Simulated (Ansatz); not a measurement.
# What Ca3SiS in Imma, a phase reached by a soft mode distorts into, part 2 of 3

Wanted: the energy along a soft mode of Ca3SiS in Imma, a phase reached by a soft mode and the structure at the end.

Ansatz 0.2.0; DFT PBEsol, scalar-relativistic, plane waves, PAW; PAW set soft_1.

So far. Step 4 (The mode frozen in, largest atomic shift 0.32 Å): The run ends at a pressure of 0.07 GPa, with forces up to 0.11 eV/Å.

The structure was built from a prototype and need not be the compound's stable phase.

### 5. Energy along the mode, all amplitudes (two of the runs are shown above)

An imaginary frequency means negative curvature, so the energy should fall and then rise again as anharmonic terms take over.

Numbers from this step:

```yaml
depth_at_the_lowest_point_sampled: 2.561 meV/atom
largest_atomic_shift_at_that_point: 0.32 Å
```

Energy from the parent against largest atomic shift:

```csv
largest atomic shift (Å),energy from the parent (meV/atom)
0.000,0
0.040,-0.091
0.080,-0.356
0.140,-1.01
0.220,-2.06
0.320,-2.56
0.450,1.93
0.600,25.1
```

Displacement at unit largest shift by atom:

| atom | x (Å) | y (Å) | z (Å) | size |
| --- | --- | --- | --- | --- |
| Si1 | -0.66 | 0.00 | 0.00 | 0.66 |
| Si2 | -0.66 | 0.00 | 0.00 | 0.66 |
| S3 | -0.02 | 0.00 | 0.00 | 0.02 |
| S4 | -0.02 | 0.00 | 0.00 | 0.02 |
| Ca5 | 1.00 | 0.00 | 0.00 | 1.00 |
| Ca6 | 1.00 | 0.00 | 0.00 | 1.00 |
| Ca7 | -0.26 | 0.00 | 0.27 | 0.37 |
| Ca8 | -0.26 | 0.00 | 0.27 | 0.37 |
| Ca9 | -0.26 | 0.00 | -0.27 | 0.37 |
| Ca10 | -0.26 | 0.00 | -0.27 | 0.37 |

The lowest of the steps tried is at 0.32 Å, 2.56 meV/atom below the parent; the bottom of the well need not coincide with a step.

### 6. Relaxing from the distorted cell

Starting from the lowest point found, all atoms and the cell are let go, so that strain and other modes of the same symmetry can join in.

Contents of input.yaml:

```yaml
crystal:
  lattice:
    - [-3.6010874236, 5.2816622177, 3.6021629957]
    - [3.6010874236, -5.2816622177, 3.6021629957]
    - [3.6010874236, 5.2816622177, -3.6021629957]
  atoms:
    - { symbol: Si, position: [0.7224785044, 0.9432142652, 0.7207357608] }
    - { symbol: Si, position: [0.2775214956, -0.0017427437, 0.2207357608] }
    - { symbol: S, position: [0.5, 0.4989479273, -0.0010520727] }
    - { symbol: S, position: [0.0, 0.4989479273, 0.4989479273] }
    - { symbol: Ca, position: [0.1257410384, 0.420172062, 0.7944310235] }
    - { symbol: Ca, position: [0.8742589616, 0.6686899851, 0.2944310235] }
    - { symbol: Ca, position: [0.3380580755, 0.000307224, 0.8146685882] }
    - { symbol: Ca, position: [0.6856386359, 0.000307224, 0.1622491485] }
    - { symbol: Ca, position: [0.3143613641, 0.4766105127, 0.3146685882] }
    - { symbol: Ca, position: [0.6619419245, 0.4766105127, 0.6622491485] }
kpoints:
  mp_grid: { grid: [6, 6, 6] }
hamiltonian:
  xc: pbesol
  pseudopotentials: { kind: paw, azcp: { folder: soft_1 }, xc_functional: pbe }
scf:
  occupations: { method: fixed }
output:
  forces: true
  stress: true
  eigenvalues: true
relax:
  adjacent_minimum: "off"
  f_tol: 0.002
  max_steps: 120
  cell: { stress_tol: 0.03 }
```

On the command line:

```console
> ansatz run input.yaml --threads 8 --pin off --max-ram 16384MiB --backend cpu --events-out ev --progress --plain --runs-dir out
```

Numbers of over 12 decimals in the logs are rounded to 6 here.

Log:

```text
[...]
Crystal: 10 atoms, lattice volume = 274.049 Å³
Basis set: ecut = 420 eV, 5297 PW (Γ), exchange–correlation on 100×100×100 points (8 copies of the dense FFT grid, shifted against one another)
Bands: 50, of which v1, the nominal top of the filled ones, is band 40 counted from 1 (39 counted from 0)
Symmetry: 4 space group operations
[...]
k-points: 46 of 216 (time reversal used)
[...]
SCF iter   1: F=—  HF=-13787.675931 eV  |F-HF|=—  |Δ(HF+E_count)|=         —  Δρ=3.29e-2  dr2=8.08e0  ethr=3.10e-3  ⟨swp⟩=6.7  Hψ=8780  notcnv=0  defer=274
[...]
SCF iter   8: F=-13785.443721 eV  HF=-13785.443721 eV  |F-HF|=3.19e-9  |Δ(HF+E_count)|=   2.40e-7  Δρ=3.85e-6  dr2=5.85e-8  ethr=1.25e-10  ⟨swp⟩=19.0  Hψ=17133  notcnv=0
SCF 1 converged in 8 iterations: F = -13785.443721 eV  dr2 = 5.85e-8
[...]
relax step   1: F+E_penalty+E_count = -13785.44372112 eV  Δ(F+E_penalty+E_count) = +0.000e0 eV  max|allowed force component| = 8.658e-2 eV/Å  Δτ_max = 0.0000 Å  P = +0.069 GPa  Ω = 274.049 Å³  (8 SCF iters, dr2 threshold 1.00e-7 eV, accepted)
Crystal: 10 atoms, lattice volume = 274.180 Å³
Basis set: ecut = 420 eV, 5337 PW (Γ), exchange–correlation on 100×100×100 points (8 copies of the dense FFT grid, shifted against one another)
[...]
iter 1 solved again at ethr=1.74e-5 eV; its pass at ethr=3.10e-3 eV (dr2=1.39e-2 eV) is discarded
[...]
SCF iter   6: F=-13785.448448 eV  HF=-13785.448448 eV  |F-HF|=1.21e-8  |Δ(HF+E_count)|=   1.16e-7  Δρ=3.00e-6  dr2=5.12e-8  ethr=5.86e-10  ⟨swp⟩=15.6  Hψ=12992  notcnv=0
SCF 2 converged in 6 iterations: F = -13785.448448 eV  dr2 = 5.12e-8
[...]
relax step   2: F+E_penalty+E_count = -13785.44844837 eV  Δ(F+E_penalty+E_count) = -4.727e-3 eV  max|allowed force component| = 5.653e-2 eV/Å  Δτ_max = 0.0260 Å  P = +0.024 GPa  Ω = 274.180 Å³  energy of the carried Pulay correction = -2.276e-6 eV  (6 SCF iters, dr2 threshold 4.69e-7 eV, accepted)
Crystal: 10 atoms, lattice volume = 274.339 Å³
Basis set: ecut = 420 eV, 5329 PW (Γ), exchange–correlation on 100×100×100 points (8 copies of the dense FFT grid, shifted against one another)
[...]
SCF iter   1: F=—  HF=-13785.451979 eV  |F-HF|=—  |Δ(HF+E_count)|=         —  Δρ=8.08e-4  dr2=4.06e-3  ethr=2.89e-6  ⟨swp⟩=3.0  Hψ=8814  notcnv=0  defer=368
eigensolver tolerance schedule calibrated: the retry pair's looser diagonalisation under-reported the residual by θ = 0.43 (0.14/decade); ethr = c·dr2/N_el runs at the constant in force after the calibration composes with the one it found (an armed cap, an earlier calibration), c = 5.0e-2
[...]
SCF iter   2: F=—  HF=-13785.451139 eV  |F-HF|=—  |Δ(HF+E_count)|=   8.40e-4  Δρ=3.99e-4  dr2=7.89e-4  ethr=2.52e-6  ⟨swp⟩=2.0  Hψ=3484  notcnv=0  defer=356
[...]
SCF iter   5: F=-13785.450748 eV  HF=-13785.450748 eV  |F-HF|=1.51e-8  |Δ(HF+E_count)|=   1.04e-7  Δρ=3.99e-6  dr2=5.10e-8  ethr=1.24e-10  ⟨swp⟩=15.8  Hψ=13997  notcnv=0
SCF 3 converged in 5 iterations: F = -13785.450748 eV  dr2 = 5.10e-8
relax step   3: F+E_penalty+E_count = -13785.45074772 eV  Δ(F+E_penalty+E_count) = -2.299e-3 eV  max|allowed force component| = 2.834e-2 eV/Å  Δτ_max = 0.0157 Å  P = -0.017 GPa  Ω = 274.339 Å³  energy of the carried Pulay correction = -5.030e-6 eV  (5 SCF iters, dr2 threshold 2.00e-7 eV, accepted)
[...]
relax step   4: F+E_penalty+E_count = -13785.45113746 eV  Δ(F+E_penalty+E_count) = -3.897e-4 eV  max|allowed force component| = 6.007e-3 eV/Å  Δτ_max = 0.0129 Å  P = -0.009 GPa  Ω = 274.348 Å³  energy of the carried Pulay correction = -5.177e-6 eV  (5 SCF iters, dr2 threshold 5.02e-8 eV, accepted)
[...]
relax step   5: F+E_penalty+E_count = -13785.45117673 eV  Δ(F+E_penalty+E_count) = -3.928e-5 eV  max|allowed force component| = 1.880e-3 eV/Å  Δτ_max = 0.0030 Å  P = +0.002 GPa  Ω = 274.290 Å³  energy of the carried Pulay correction = -4.184e-6 eV  (5 SCF iters, dr2 threshold 2.26e-9 eV, accepted)
[...]
SCF iter   1: F=—  HF=-13785.451385 eV  |F-HF|=—  |Δ(HF+E_count)|=         —  Δρ=5.62e-6  dr2=1.52e-8  ethr=3.77e-7  ⟨swp⟩=4.6  Hψ=14756  notcnv=0  defer=362
eigensolver tolerance schedule: the retry pair's looser diagonalisation over-reported the residual by 19769.64 of it (diagonalisation noise at an unbounded share of the residual, at the tolerance the schedule requests for it); recorded, not acted on — ethr = c·dr2/N_el stays at c = 1.0e-1
[...]
SCF iter   2: F=—  HF=-13785.451181 eV  |F-HF|=—  |Δ(HF+E_count)|=   2.04e-4  Δρ=2.91e-6  dr2=5.81e-9  ethr=1.91e-11  ⟨swp⟩=4.5  Hψ=6415  notcnv=0  defer=355
[...]
SCF iter   5: F=-13785.451181 eV  HF=-13785.451181 eV  |F-HF|=3.64e-12  |Δ(HF+E_count)|=  3.64e-12  Δρ=4.74e-8  dr2=8.83e-12  ethr=1.00e-12  ⟨swp⟩=19.7  Hψ=14531  notcnv=0
SCF 6 converged in 5 iterations: F = -13785.451181 eV  dr2 = 8.83e-12
[...]
relax step   6: F+E_penalty+E_count = -13785.45118091 eV  Δ(F+E_penalty+E_count) = -4.180e-6 eV  max|allowed force component| = 1.879e-3 eV/Å  Δτ_max = 0.0000 Å  P = +0.002 GPa  Ω = 274.290 Å³  stress off target by 2.18e-3 GPa  SCF on the basis re-selected at this cell (its energy is not comparable with the rows above)  (5 SCF iters)
basis re-selected at this cell: Δ(F+E_penalty+E_count) = -4.180e-6 eV, ΔP = +0.000 GPa vs the last step (what re-selecting the basis moved, of the pressure what is left beyond the Pulay correction that the steps carried, after the strain that the cell walked since its last selection, with what the two solves' SCF thresholds leave and, on support functions, any second-order correction that the steps lacked; it is no m [...]
SCF converged after 5 iterations
Free energy (F): -13785.451181 eV
[...]
Internal energy: -13785.451181 eV  (E = F + TS)
E sigma→0 (E₀):  -13785.451181 eV
Fermi energy:    6.332804 eV
[...]
--- Forces (eV/Å), atoms counted from 1 ---
  atom   1  Si    -0.00006098     0.00000000     0.00000561
  atom   2  Si    -0.00006098     0.00000000    -0.00000561
  atom   3  S      0.00187889     0.00000000    -0.00000000
  atom   4  S      0.00187889     0.00000000    -0.00000000
  atom   5  Ca    -0.00064644     0.00000000     0.00029846
  atom   6  Ca    -0.00064644     0.00000000    -0.00029846
  atom   7  Ca    -0.00058589     0.00002860    -0.00090871
  atom   8  Ca    -0.00058589    -0.00002860    -0.00090871
  atom   9  Ca    -0.00058589     0.00002860     0.00090871
  atom  10  Ca    -0.00058589    -0.00002860     0.00090871
  max |Σ_I F_I| component: 6.20e-7 eV/Å
--- Stress (GPa, compression-positive) ---
        0.001329       0.000000       0.000000
        0.000000       0.002184       0.000000
        0.000000       0.000000       0.001785
  P = ⅓ Tr σ = 0.0018 GPa (0.018 kbar)
--- Band table (eV; the first three rows and the last of 46) ---
  k-point 0: bands = [... 36 lower, 5.4617, 5.9665, 6.0760, 6.1106, 7.0632, 7.1431, 7.4880, 8.0330, ... 6 higher]
  k-point 1: bands = [... 36 lower, 5.4687, 5.6508, 5.9382, 5.9547, 7.2505, 7.3466, 7.7035, 7.8639, ... 6 higher]
  k-point 2: bands = [... 36 lower, 5.3350, 5.4603, 5.7025, 5.7274, 7.4135, 7.6996, 7.8533, 7.8579, ... 6 higher]
  k-point 45: bands = [... 36 lower, 5.2480, 5.5554, 5.6621, 6.3328, 6.9474, 7.5072, 7.6490, 7.8568, ... 6 higher]
--- Relaxed structure (5 steps of the walk, 5 accepted, 1 SCFs on fresh bases) ---
  F+E_penalty+E_count = -13785.45118091 eV   max|allowed force component| = 1.879e-3 eV/Å   (the final SCF, on the basis selected at the relaxed cell)
  cell:  # Å, volume = 274.2902 Å³
    - [-3.620036, 5.261636, 3.600117]
    - [3.620036, -5.261636, 3.600117]
    - [3.620036, 5.261636, -3.600117]
  atoms:
    - { symbol: Si, position: [0.724235, 0.945348, 0.721113] }
    - { symbol: Si, position: [0.275765, -0.00312215, 0.221113] }
    - { symbol: S, position: [0.5, 0.498676, -0.00132443] }
    - { symbol: S, position: [0, 0.498676, 0.498676] }
    - { symbol: Ca, position: [0.122252, 0.419769, 0.797517] }
    - { symbol: Ca, position: [0.877748, 0.675265, 0.297517] }
    - { symbol: Ca, position: [0.340405, 7.724971979874984e-5, 0.814055] }
    - { symbol: Ca, position: [0.686022, 7.72497197987776e-5, 0.159672] }
    - { symbol: Ca, position: [0.313978, 0.473650, 0.314055] }
    - { symbol: Ca, position: [0.659595, 0.473650, 0.659672] }
```

The job ended after 37 s (8 threads of Arm Neoverse V2, shared host; peak memory 1.1 GiB).

Step by step:

```
step  energy less that of the first step (eV)  largest force component (eV/Å)  pressure (GPa)  volume (Å³)
   1                                   0.0000                          0.0866            0.07       274.05
   2                                  -0.0047                          0.0565            0.02       274.18
   3                                  -0.0070                          0.0283           -0.02       274.34
   4                                  -0.0074                          0.0060           -0.01       274.35
   5                                  -0.0075                          0.0019            0.00       274.29
  6*                                  -0.0075                          0.0019            0.00       274.29
```

Relaxation steps marked * repeat the geometry before them on a plane-wave basis chosen anew for their cell, so energy and pressure can jump there.

Forces are held to the 4 operations that the run works with; a distortion that breaks them can't arise in this run.

```
conventional cell, symmetrised  before   after  change
                         a (Å)  10.563  10.523  -0.4 %
                         b (Å)   7.204   7.200  -0.1 %
                         c (Å)   7.202   7.240  +0.5 %
              volume (Å³/atom)   27.40   27.43  +0.1 %
```

The atoms that moved most (Å, as changes of fractional coordinates times the final cell):

| atom | dx | dy | dz | length |
| --- | --- | --- | --- | --- |
| Ca6 | 0.022 | 0.000 | 0.025 | 0.034 |
| Ca5 | 0.022 | 0.000 | -0.025 | 0.034 |
| Ca9 | -0.012 | 0.010 | -0.010 | 0.018 |
| Ca10 | -0.012 | -0.010 | -0.010 | 0.018 |
| Ca8 | -0.012 | -0.010 | 0.010 | 0.018 |
| Ca7 | -0.012 | 0.010 | 0.010 | 0.018 |
| Si1 | 0.003 | 0.000 | 0.013 | 0.013 |
| Si2 | 0.003 | 0.000 | -0.013 | 0.013 |

Numbers from this step:

* pressure: 0.001766 GPa
* gap on the k-mesh: 0.6146 eV
* volume per atom: 27.43 Å³

The distorted start has space group Ima2; the relaxation ends in Ima2.

### 7. The new phase in its own primitive cell

The relaxed structure is symmetrised, reduced to its primitive cell and relaxed tightly, as its phonons need.

Contents of input.yaml:

```yaml
crystal:
  lattice:
    - [-5.261636444, 3.6001167288, 3.6200364203]
    - [5.261636444, -3.6001167288, 3.6200364203]
    - [5.261636444, 3.6001167288, -3.6200364203]
  atoms:
    - { symbol: Si, position: [0.0031221493, 0.2788869704, 0.2242351789] }
    - { symbol: Si, position: [0.0546517915, 0.7788869704, 0.7757648211] }
    - { symbol: S, position: [0.5013244295, 0.0013244295, 0.5] }
    - { symbol: S, position: [0.5013244295, 0.5013244295, 0.0] }
    - { symbol: Ca, position: [0.3247354436, 0.2024831193, 0.6222523243] }
    - { symbol: Ca, position: [0.580230795, 0.7024831193, 0.3777476757] }
    - { symbol: Ca, position: [0.5263502823, 0.1859448736, 0.1860221233] }
    - { symbol: Ca, position: [0.5263502823, 0.8403281589, 0.8404054087] }
    - { symbol: Ca, position: [0.9999227503, 0.6859448736, 0.1595945913] }
    - { symbol: Ca, position: [0.9999227503, 0.3403281589, 0.8139778767] }
kpoints:
  mp_grid: { grid: [6, 6, 6] }
hamiltonian:
  xc: pbesol
  pseudopotentials: { kind: paw, azcp: { folder: soft_1 }, xc_functional: pbe }
scf:
  occupations: { method: fixed }
output:
  forces: true
  stress: true
  eigenvalues: true
relax:
  adjacent_minimum: "off"
  f_tol: 0.001
  max_steps: 60
  cell: { stress_tol: 0.01 }
```

Log:

```text
[...]
Crystal: 10 atoms, lattice volume = 274.290 Å³
Basis set: ecut = 420 eV, 5321 PW (Γ), exchange–correlation on 100×100×100 points (8 copies of the dense FFT grid, shifted against one another)
Bands: 50, of which v1, the nominal top of the filled ones, is band 40 counted from 1 (39 counted from 0)
Symmetry: 4 space group operations
[...]
- { symbol: S, position: [0.501292, 0.0012924, 0.500000] }
    - { symbol: S, position: [0.501292, 0.501292, 0] }
    - { symbol: Ca, position: [0.324833, 0.202545, 0.622288] }
    - { symbol: Ca, position: [0.580257, 0.702545, 0.377712] }
    - { symbol: Ca, position: [0.526317, 0.185923, 0.185993] }
    - { symbol: Ca, position: [0.526317, 0.840324, 0.840395] }
    - { symbol: Ca, position: [0.999930, 0.685923, 0.159605] }
    - { symbol: Ca, position: [0.999930, 0.340324, 0.814007] }
[key lines of the parts left out:]
SCF converged after 9 iterations
Free energy (F): -13785.451182 eV
Fermi energy:    6.332454 eV
P = ⅓ Tr σ = -0.0006 GPa (-0.006 kbar)
```

The job ended after 22 s (8 threads; peak memory 1.1 GiB).

Little changed from the start: no atom moved by 0.005 Å and no cell edge by 0.1 %.

Numbers from this step:

```yaml
pressure: -6.11e-4 GPa
gap_on_the_k_mesh: 0.6142 eV
direct_gap_on_mesh: 0.6142 eV
```

The largest force component left is 0.49 meV/Å and the pressure is -0.001 GPa, within the tolerances set. The cell now holds 27.43 Å³/atom.

(Part 2 of 3 ends here.)

[Logs are printed without paths, hosts, clocks, repeated set-up lines and the standing remarks that a program may print on its own settings, such as how far it seeks lower states.]

[Hosts, paths, dates, database ids (printed as entryN), source tags and the programs' standing remarks are cut or masked in the printed files.]
